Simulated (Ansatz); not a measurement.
**Sc2C(OH)2 MXene monolayer in a perpendicular field**

Wanted: the out-of-plane response of the Sc2C(OH)2 MXene monolayer. A positive field points along +c.

Calculated with Ansatz 0.2.0; plane-wave DFT, PBE-D3(BJ), Ansatz PAW.

### Step 1. Starting point

The cell holds 7 atoms: 2 H, 2 O, 2 Sc and 1 C. Cell: a = 3.226 Å, b = 3.226 Å, c = 44.610 Å, α = 90.0°, β = 90.0°, γ = 120.0°. Vacuum lies along c.

### Step 2. Relaxing the slab

The starting cell is a guess, so the in-plane lattice and the atoms are relaxed first, with the slab cut off from its images along the normal.

Contents of input.yaml:

```yaml
crystal:
  lattice:
    - [3.22608, 0.0, 0.0]
    - [-1.61304, 2.7938672346, 0.0]
    - [0.0, 0.0, 44.6096756128]
  atoms:
    - { symbol: H, position: [0.3333333333, 0.6666666667, 0.4236749033] }
    - { symbol: O, position: [0.3333333333, 0.6666666667, 0.4456432316] }
    - { symbol: Sc, position: [0.6666666667, 0.3333333333, 0.4714652662] }
    - { symbol: C, position: [0.0, 0.0, 0.5] }
    - { symbol: Sc, position: [0.3333333333, 0.6666666667, 0.5285347338] }
    - { symbol: O, position: [0.6666666667, 0.3333333333, 0.5543567684] }
    - { symbol: H, position: [0.6666666667, 0.3333333333, 0.5763250967] }
  periodic: [true, true, false]
kpoints:
  mp_grid: { grid: [12, 12, 1] }
hamiltonian:
  xc: pbe
  dispersion: d3bj
scf:
  occupations: { method: fermi_dirac, width: 0.05 }
  convergence: { dr2_threshold: 1.0e-09 }
relax:
  f_tol: 0.004
  max_steps: 90
  cell: {}
output:
  write_potential: true
  write_density: true
  volumetric_format: npy
```

Run with:

```sh
ansatz run input.yaml --threads 2 --pin off --max-ram 3072MiB --backend cpu --events-out ev --progress --plain --runs-dir out
```

Numbers of over 12 decimals in the logs are rounded to 6 here.

Output:

```text
Warning: relax.cell: scf.convergence.dr2_threshold = 1e-9 eV is looser than the 2.47730440478e-10 eV advised for a relaxation that steers and ends on the stress (1e-10 eV for each atom of the cell: 7, times the square of relax.cell.stress_2d_tol = 0.05 N/m over 16.8 Å (the atoms' height at the walk's start and 5 Å past either face), 2.974e-2 GPa, over a crystal's default 0.05). What an SCF threshold leaves in a stress goes as its square root, and in the free energy as the threshold itself, and one threshold admits the most on a small cell: [figures from the program's tests cut] Set scf.convergence.dr2_threshold to 2.47730440478e-10 eV or tighter. [rest of the remark cut]
Engine: ansatz 0.2.0, x86_64-unknown-linux-gnu
Pseudopotentials: kind: paw
Pseudopotential: H, paw, valence charge 1, recommended cutoff 420 eV (normal), H.paw.azcp
Pseudopotential: O, paw, valence charge 6, recommended cutoff 420 eV (normal), O.paw.azcp
Pseudopotential: Sc, paw, valence charge 11, recommended cutoff 420 eV (normal), Sc.paw.azcp
Pseudopotential: C, paw, valence charge 4, recommended cutoff 420 eV (normal), C.paw.azcp
Functional definition: PBE
  parameter kappa = 0.804
  parameter beta = 0.066725
  exchange = pbe_x(kappa = kappa, mu = beta*pi^2/3)
  correlation = pbe_c(beta = beta)
Crystal: 7 atoms, lattice volume = 402.078 Å³
Basis set: ecut = 420 eV, 8009 PW (Γ), exchange–correlation on 48×48×600 points (8 copies of the dense FFT grid, shifted against one another)
Bands: 27, of which v1, the nominal top of the filled ones, is band 20 counted from 1 (19 counted from 0)
Symmetry: 12 space group operations
Space group: P-3m1 (ITA 164), of the structure as read, at distance tolerance 7.4e-5 Å
k-points: 19 of 144
Non-local potential: H, projectors of the file, l = 0: 2, l = 1: 1
Non-local potential: O, projectors of the file, l = 0: 2, l = 1: 2, l = 2: 1
Non-local potential: Sc, projectors of the file, l = 0: 3, l = 1: 2, l = 2: 3, l = 3: 1
Non-local potential: C, projectors of the file, l = 0: 2, l = 1: 2, l = 2: 1
PAW form: soft (Blöchl's): semilocal exchange-correlation on the pseudo side does not see the compensation charge
PAW one-centre angular grid: H, 110 points (default); XC on 64 Gauss nodes
PAW one-centre angular grid: O, 110 points (default); XC on 64 Gauss nodes
PAW one-centre angular grid: Sc, 590 points (default); XC on 64 Gauss nodes
PAW one-centre angular grid: C, 110 points (default); XC on 64 Gauss nodes
Initial density: superposition of atomic densities (neutral atoms: chi_scale 0, normalization atom), corrected by the library's trained network
Initial wavefunctions: pseudopotential atomic-orbital guess
Functional: x = pbe(κ = 0.804, μ = 0.219515), c = pbe(β = 0.066725)
SCF iter   1: F=—  HF=-5695.718486 eV  |F-HF|=—  |Δ(HF+E_count)|=         —  Δρ=1.97e-3  dr2=9.41e-2  ethr=1.77e-3  ⟨swp⟩=9.7  Hψ=3029  notcnv=0  defer=2
preconditioner: auto → Resta (q_TF=auto, 1.857 Å⁻¹)  ε∞=2.0  [insulator: Δε(μ)=0.326 eV  Ē_g=8.084 eV  σ=0.050 eV  W_gap=0.92  n_scr=26 (ndim 8)  ℏωp=8.3 eV  f_vac=0.797  D(μ)=0.04/eV (n_scr^D=0)  ε∞_Penn≈2.0  vacuum switching on, ρ_ref=4.7e-3 e/Å³]
SCF iter   2: F=—  HF=-5695.703978 eV  |F-HF|=—  |Δ(HF+E_count)|=   1.45e-2  Δρ=1.48e-3  dr2=3.17e-2  ethr=2.35e-4  ⟨swp⟩=4.2  Hψ=1145  notcnv=0  defer=28
preconditioner: auto → LDOS  [metal: Δε(μ)=0.079 eV  Ē_g=7.918 eV  σ=0.050 eV  W_gap=0.36  n_scr=26 (ndim 8)  ℏωp=8.3 eV  f_vac=0.799  D(μ)=0.85/eV (n_scr^D=8)  β→1.0]
SCF iter   3: F=—  HF=-5695.702986 eV  |F-HF|=—  |Δ(HF+E_count)|=   9.92e-4  Δρ=6.85e-4  dr2=8.76e-3  ethr=7.93e-5  ⟨swp⟩=3.5  Hψ=897  notcnv=0  defer=28
SCF iter   4: F=—  HF=-5695.702971 eV  |F-HF|=—  |Δ(HF+E_count)|=   1.46e-5  Δρ=3.69e-4  dr2=1.43e-3  ethr=2.19e-5  ⟨swp⟩=4.1  Hψ=965  notcnv=0  defer=28
SCF iter   5: F=—  HF=-5695.702756 eV  |F-HF|=—  |Δ(HF+E_count)|=   2.16e-4  Δρ=1.05e-4  dr2=1.27e-4  ethr=3.58e-6  ⟨swp⟩=2.6  Hψ=773  notcnv=0  defer=29
SCF iter   6: F=—  HF=-5695.702754 eV  |F-HF|=—  |Δ(HF+E_count)|=   1.87e-6  Δρ=4.41e-5  dr2=4.43e-5  ethr=3.17e-7  ⟨swp⟩=2.6  Hψ=900  notcnv=0  defer=29
SCF iter   7: F=—  HF=-5695.702820 eV  |F-HF|=—  |Δ(HF+E_count)|=   6.65e-5  Δρ=1.35e-5  dr2=3.49e-6  ethr=1.11e-7  ⟨swp⟩=2.7  Hψ=712  notcnv=0  defer=29
SCF iter   8: F=—  HF=-5695.702689 eV  |F-HF|=—  |Δ(HF+E_count)|=   1.31e-4  Δρ=3.70e-6  dr2=1.91e-7  ethr=8.73e-9  ⟨swp⟩=2.4  Hψ=770  notcnv=0  defer=28
SCF iter   9: F=—  HF=-5695.702689 eV  |F-HF|=—  |Δ(HF+E_count)|=   1.21e-7  Δρ=1.59e-6  dr2=5.46e-8  ethr=4.78e-10  ⟨swp⟩=2.7  Hψ=902  notcnv=0  defer=28
SCF iter  10: F=—  HF=-5695.702689 eV  |F-HF|=—  |Δ(HF+E_count)|=   2.17e-8  Δρ=4.71e-7  dr2=3.22e-9  ethr=1.36e-10  ⟨swp⟩=2.8  Hψ=922  notcnv=0  defer=28
SCF iter  11: F=-5695.702689 eV  HF=-5695.702689 eV  |F-HF|=2.56e-10  |Δ(HF+E_count)|=   6.37e-9  Δρ=9.20e-8  dr2=6.47e-11  ethr=2.50e-12  ⟨swp⟩=9.7  Hψ=3074  notcnv=0
SCF 1 converged in 11 iterations: F = -5695.702689 eV  dr2 = 6.47e-11
  greatest PAW one-centre occupation: 0.998 electrons in one spin orbital (limit 2), on the Sc atom at site 4 (counted from 0), in its partial waves of l = 0
relax step   1: F+E_penalty+E_count = -5695.70268946 eV  Δ(F+E_penalty+E_count) = +0.000e0 eV  max|allowed force component| = 1.414e0 eV/Å  Δτ_max = 0.0000 Å  P = +5.486 N/m  Ω = 402.078 Å³  fix = [c, alpha, beta]  reactions: c +0.000 N/m  (11 SCF iters, accepted)
Crystal: 7 atoms, lattice volume = 409.792 Å³
Basis set: ecut = 420 eV, 8177 PW (Γ), exchange–correlation on 48×48×600 points (8 copies of the dense FFT grid, shifted against one another)
Initial density: handed on by an earlier stage of this run
Initial wavefunctions: those handed on with the density
iter 1 solved again at ethr=6.99e-4 eV; its pass at ethr=3.10e-3 eV (dr2=2.79e-1 eV) is discarded
SCF iter   1: F=—  HF=-5695.868245 eV  |F-HF|=—  |Δ(HF+E_count)|=         —  Δρ=7.59e-3  dr2=2.86e-1  ethr=6.99e-4  ⟨swp⟩=1.9  Hψ=3037  notcnv=0
preconditioner: auto → LDOS  [metal: Δε(μ)=0.046 eV  Ē_g=7.705 eV  σ=0.050 eV  W_gap=0.21  n_scr=26 (ndim 8)  ℏωp=8.2 eV  f_vac=0.800  D(μ)=0.90/eV (n_scr^D=8)  β→1.0]
SCF iter   2: F=—  HF=-5695.841234 eV  |F-HF|=—  |Δ(HF+E_count)|=   2.70e-2  Δρ=3.42e-3  dr2=6.91e-2  ethr=6.99e-4  ⟨swp⟩=4.2  Hψ=1271  notcnv=0  defer=5
preconditioner: auto → Resta (q_TF=auto, 1.851 Å⁻¹)  ε∞=2.1  [insulator: Δε(μ)=0.440 eV  Ē_g=7.782 eV  σ=0.050 eV  W_gap=0.97  n_scr=26 (ndim 8)  ℏωp=8.2 eV  f_vac=0.806  D(μ)=0.02/eV (n_scr^D=0)  ε∞_Penn≈2.1  vacuum switching on, ρ_ref=4.4e-3 e/Å³  β→0.5]
[...]
relax step   7: F+E_penalty+E_count = -5695.82528732 eV  Δ(F+E_penalty+E_count) = -1.684e-5 eV  max|allowed force component| = 1.375e-4 eV/Å  Δτ_max = 0.0007 Å  P = -0.001 N/m  Ω = 414.370 Å³  energy of the carried Pulay correction = -7.290e-3 eV  fix = [c, alpha, beta]  reactions: c -0.000 N/m  (7 SCF iters, accepted)
relax step   8: F+E_penalty+E_count = -5695.83397428 eV  Δ(F+E_penalty+E_count) = -8.687e-3 eV  max|allowed force component| = 1.486e-3 eV/Å  Δτ_max = 0.0000 Å  P = +0.167 N/m  Ω = 414.370 Å³  fix = [c, alpha, beta]  reactions: c +0.000 N/m  stress off target by 1.67e-1 N/m on what of the cell is left free  SCF on the basis re-selected at this cell (its energy is not comparable with the rows above)  (8 SCF iters)
relax step   9: F+E_penalty+E_count = -5695.83373369 eV  Δ(F+E_penalty+E_count) = +2.406e-4 eV  max|allowed force component| = 4.837e-3 eV/Å  Δτ_max = 0.0011 Å  P = +0.029 N/m  Ω = 414.900 Å³  energy of the carried Pulay correction = -3.113e-4 eV  fix = [c, alpha, beta]  reactions: c +0.000 N/m  (7 SCF iters, accepted)
relax step  10: F+E_penalty+E_count = -5695.83368181 eV  Δ(F+E_penalty+E_count) = +5.187e-5 eV  max|allowed force component| = 9.604e-5 eV/Å  Δτ_max = 0.0002 Å  P = +0.002 N/m  Ω = 414.993 Å³  energy of the carried Pulay correction = -3.661e-4 eV  fix = [c, alpha, beta]  reactions: c +0.000 N/m  (6 SCF iters, accepted)
iter 1 solved again at ethr=1.95e-7 eV; its pass at ethr=3.10e-3 eV (dr2=7.82e-5 eV) is discarded
SCF iter   1: F=—  HF=-5695.834036 eV  |F-HF|=—  |Δ(HF+E_count)|=         —  Δρ=8.99e-6  dr2=1.54e-8  ethr=1.95e-7  ⟨swp⟩=5.3  Hψ=5046  notcnv=0
eigensolver tolerance schedule: the retry pair's looser diagonalisation over-reported the residual by 5078.49 of it (diagonalisation noise at 0.47 of the residual, at the tolerance the schedule requests for it); recorded, not acted on — ethr = c·dr2/N_el stays at c = 1.0e-1
preconditioner: auto → Resta (q_TF=auto, 1.847 Å⁻¹)  ε∞=2.1  [insulator: Δε(μ)=0.408 eV  Ē_g=7.679 eV  σ=0.050 eV  W_gap=0.96  n_scr=26 (ndim 8)  ℏωp=8.2 eV  f_vac=0.804  D(μ)=0.02/eV (n_scr^D=0)  ε∞_Penn≈2.1  vacuum switching on, ρ_ref=4.3e-3 e/Å³]
SCF iter   2: F=—  HF=-5695.833934 eV  |F-HF|=—  |Δ(HF+E_count)|=   1.02e-4  Δρ=4.50e-6  dr2=3.96e-9  ethr=3.85e-11  ⟨swp⟩=4.7  Hψ=1499  notcnv=0
iter 3 met the thresholds in force, and the SCF goes on: an eigenvalue changes by 19.95 meV, over its tolerance of 1.05 meV (output.eigenvalues, Limitations)
SCF iter   3: F=-5695.833989 eV  HF=-5695.833985 eV  |F-HF|=3.95e-6  |Δ(HF+E_count)|=   5.09e-5  Δρ=7.72e-7  dr2=8.83e-10  ethr=2.50e-12  ⟨swp⟩=17.1  Hψ=4538  notcnv=0
iter 4 met the thresholds in force, and the SCF goes on: an eigenvalue changes by 4.49 meV, over its tolerance of 1.13 meV (output.eigenvalues, Limitations)
SCF iter   4: F=-5695.833989 eV  HF=-5695.833989 eV  |F-HF|=2.87e-7  |Δ(HF+E_count)|=   3.66e-6  Δρ=2.48e-7  dr2=4.14e-10  ethr=2.21e-12  ⟨swp⟩=11.8  Hψ=3449  notcnv=0
Mixer restart at iter 4: flushing history
SCF iter   5: F=-5695.833989 eV  HF=-5695.833989 eV  |F-HF|=5.20e-9  |Δ(HF+E_count)|=   2.88e-7  Δρ=7.64e-7  dr2=5.74e-9  ethr=1.03e-12  ⟨swp⟩=3.3  Hψ=919  notcnv=0  κ⁻¹=1.0e0(r=1)
SCF iter   6: F=-5695.833989 eV  HF=-5695.833989 eV  |F-HF|=1.90e-10  |Δ(HF+E_count)|=   1.00e-9  Δρ=1.62e-8  dr2=2.33e-12  ethr=1.03e-12  ⟨swp⟩=9.1  Hψ=3257  notcnv=0
SCF 11 converged in 6 iterations: F = -5695.833989 eV  dr2 = 2.33e-12
relax step  11: F+E_penalty+E_count = -5695.83398885 eV  Δ(F+E_penalty+E_count) = -3.070e-4 eV  max|allowed force component| = 1.089e-4 eV/Å  Δτ_max = 0.0000 Å  P = +0.004 N/m  Ω = 414.993 Å³  fix = [c, alpha, beta]  reactions: c +0.000 N/m  stress off target by 4.25e-3 N/m on what of the cell is left free  SCF on the basis re-selected at this cell (its energy is not comparable with the rows above)  (6 SCF iters)
basis re-selected at this cell: Δ(F+E_penalty+E_count) = -3.070e-4 eV, ΔP = +0.002 N/m vs the last step (what re-selecting the basis moved, of the pressure what is left beyond the Pulay correction that the steps carried, after the strain that the cell walked since its last selection, with what the two solves' SCF thresholds leave and, on support functions, any second-order correction that the steps lacked; it is no m [...]
WARN: The output density's exchange-correlation potential varies sharply where the density is thin. Do not read a vacuum level from v_tot or v_xc, or from such a field of the output density. On a cell that repeats whose density bears no net charge and no dipole along the vacuum's axis use v_es (v_loc + v_h of the components); under efield.dipole_correction with no amplitude use v_es + v_field, which holds any externa [...]
SCF converged after 6 iterations
an eigenvalue changed by more than its tolerance at an iteration that met the thresholds in force, so the SCF went on 2 times, its first undamped step at iteration 4: the last check found none over its tolerance
Free energy (F): -5695.833989 eV
Harris-Foulkes:  -5695.833989 eV  (|F-HF|=1.90e-10)
Internal energy: -5695.833672 eV  (E = F + TS)
E sigma→0 (E₀):  -5695.833831 eV
Entropy (-TS):   -0.000316 eV (-0.045 meV/atom)
Fermi energy:    -1.301721 eV
--- Per-component energies (eV) ---
  E_band       = -756.128096
  E_kinetic    = 994.732096
  E_local      = -142395.570682  (includes V_loc(G=0)·N_el)
  E_nonlocal   = 287.209051
  E_hartree    = 70600.375372
  E_xc         = -425.636955
  E_vxc        = -533.789254  (∫ρ·V_xc dr)
  E_paw        = -2326.296423  (= ΣΔE_a)
  E_vpaw       = -309.462829  (= ΣTr[D̂ρ^β])
  E_aug_tail   = 0.002437  (compensation charges beyond the density's cutoff)
  E_ewald      = 67570.395661
  E_disp       = -1.044231  (pairwise vdW)
  E_smearing   = -0.000316  (= −TS)
  E_closure    = -0.000000  (closes the sum)
  Σ components = -5695.833989   (vs F -5695.833989, Δ=0.00e0)
--- Forces (eV/Å), atoms counted from 1 ---
  atom   1  H     -0.00000000    -0.00000000     0.00003152
  atom   2  O      0.00000000    -0.00000000    -0.00009753
  atom   3  Sc     0.00000000     0.00000000     0.00010892
  atom   4  C      0.00000000    -0.00000000     0.00000000
  atom   5  Sc    -0.00000000    -0.00000000    -0.00010892
  atom   6  O     -0.00000000     0.00000000     0.00009753
  atom   7  H      0.00000000     0.00000000    -0.00003152
  max |Σ_I F_I| component: 9.25e-18 eV/Å
--- 2D stress c σ (N/m, compression-positive) ---
        0.004246       0.000000      -0.000000
       -0.000000       0.004246       0.000000
       -0.000000       0.000000       0.000000
  P = ½ c Tr σ = 0.0042 N/m
--- Band table (eV; the first three rows and the last of 19) ---
  k-point 0: bands = [... 16 lower, -5.4892, -3.4100, -1.5337, -1.5337, -1.1246, -0.9834, 0.0699, 0.0809, ... 3 higher]
  k-point 1: bands = [... 16 lower, -5.5000, -3.2891, -1.8492, -1.5959, -0.9593, -0.8947, 0.2007, 0.2063, ... 3 higher]
  k-point 2: bands = [... 16 lower, -5.5311, -3.0476, -2.4476, -1.7287, -0.6220, -0.5859, 0.4773, 0.5851, ... 3 higher]
  k-point 18: bands = [... 16 lower, -6.2059, -3.3969, -3.3969, -2.5501, 1.4859, 1.7983, 1.7983, 2.6121, ... 3 higher]
  the weakly bound empty levels are not read free of the cell's end (no_gap_told)
--- Relaxed structure (9 steps of the walk, 8 accepted, 2 SCFs on fresh bases) ---
  F+E_penalty+E_count = -5695.83398885 eV   max|allowed force component| = 1.089e-4 eV/Å   (the final SCF, on the basis selected at the relaxed cell)
  cell:  # Å, volume = 414.9934 Å³
    - [3.277485, 0, 0]
    - [-1.638743, 2.838386, 0]
    - [0, 0, 44.6096756128]
  atoms:
    - { symbol: H, position: [0.333333, 0.666667, 0.422344] }
    - { symbol: O, position: [0.333333, 0.666667, 0.444015] }
    - { symbol: Sc, position: [0.666667, 0.333333, 0.471738] }
    - { symbol: C, position: [0, 0, 0.5] }
    - { symbol: Sc, position: [0.333333, 0.666667, 0.528262] }
    - { symbol: O, position: [0.666667, 0.333333, 0.555985] }
    - { symbol: H, position: [0.666667, 0.333333, 0.577656] }
```

Run time: 77 s. Hardware: 2 threads of AMD EPYC 7R43, shared host; peak memory 0.78 GiB.

Relaxation path:

```csv
step,energy less that of the first step (eV),largest force component (eV/Å),volume (Å³)
1,0.0000,1.4139,402.08
2,-0.1162,0.4266,409.79
3,-0.1167,0.2446,416.29
4,-0.1224,0.0446,414.45
5,-0.1221,0.1645,414.39
6,-0.1226,0.0084,414.39
7,-0.1226,0.0001,414.37
8*,-0.1313,0.0015,414.37
9,-0.1310,0.0048,414.90
10,-0.1310,0.0001,414.99
11*,-0.1313,0.0001,414.99
```

Relaxation steps marked * repeat the geometry before them on a plane-wave basis chosen anew for their cell, so energy and pressure can jump there. Relaxation step 5 was tried and not accepted.

Forces are held to the 12 operations that the run works with; a distortion that breaks them can't arise in this run.

```
cell as run  before  after  change
      a (Å)   3.226  3.277  +1.6 %
      b (Å)   3.226  3.277  +1.6 %
```

The atoms that moved most (Å, along periodic axes as changes of fractional coordinates times the final cell, across vacuum about the mean position):

| atom | dx | dy | dz | length |
| --- | --- | --- | --- | --- |
| O6 | 0.000 | 0.000 | 0.073 | 0.073 |
| O2 | 0.000 | 0.000 | -0.073 | 0.073 |
| H7 | 0.000 | 0.000 | 0.059 | 0.059 |
| H1 | 0.000 | 0.000 | -0.059 | 0.059 |
| Sc3 | 0.000 | 0.000 | 0.012 | 0.012 |
| Sc5 | 0.000 | 0.000 | -0.012 | 0.012 |

Numbers from this step:

- energy at zero smearing: -5695.8338 eV

The lattice constant a goes from 3.226 to 3.277 Å.

[end of part 1 of 2]

[Logs are printed without paths, hosts, clocks, repeated set-up lines and the standing remarks that a program may print on its own settings, such as how far it seeks lower states.]

[Hosts, paths, dates, database ids (printed as entryN), source tags and the programs' standing remarks are cut or masked in the printed files.]

[Maps of the electrostatic potential energy from Ansatz leave out the sawtooth potential of an applied field or a dipole correction, so their vacuum need not be flat; planar profiles and work functions include it.]
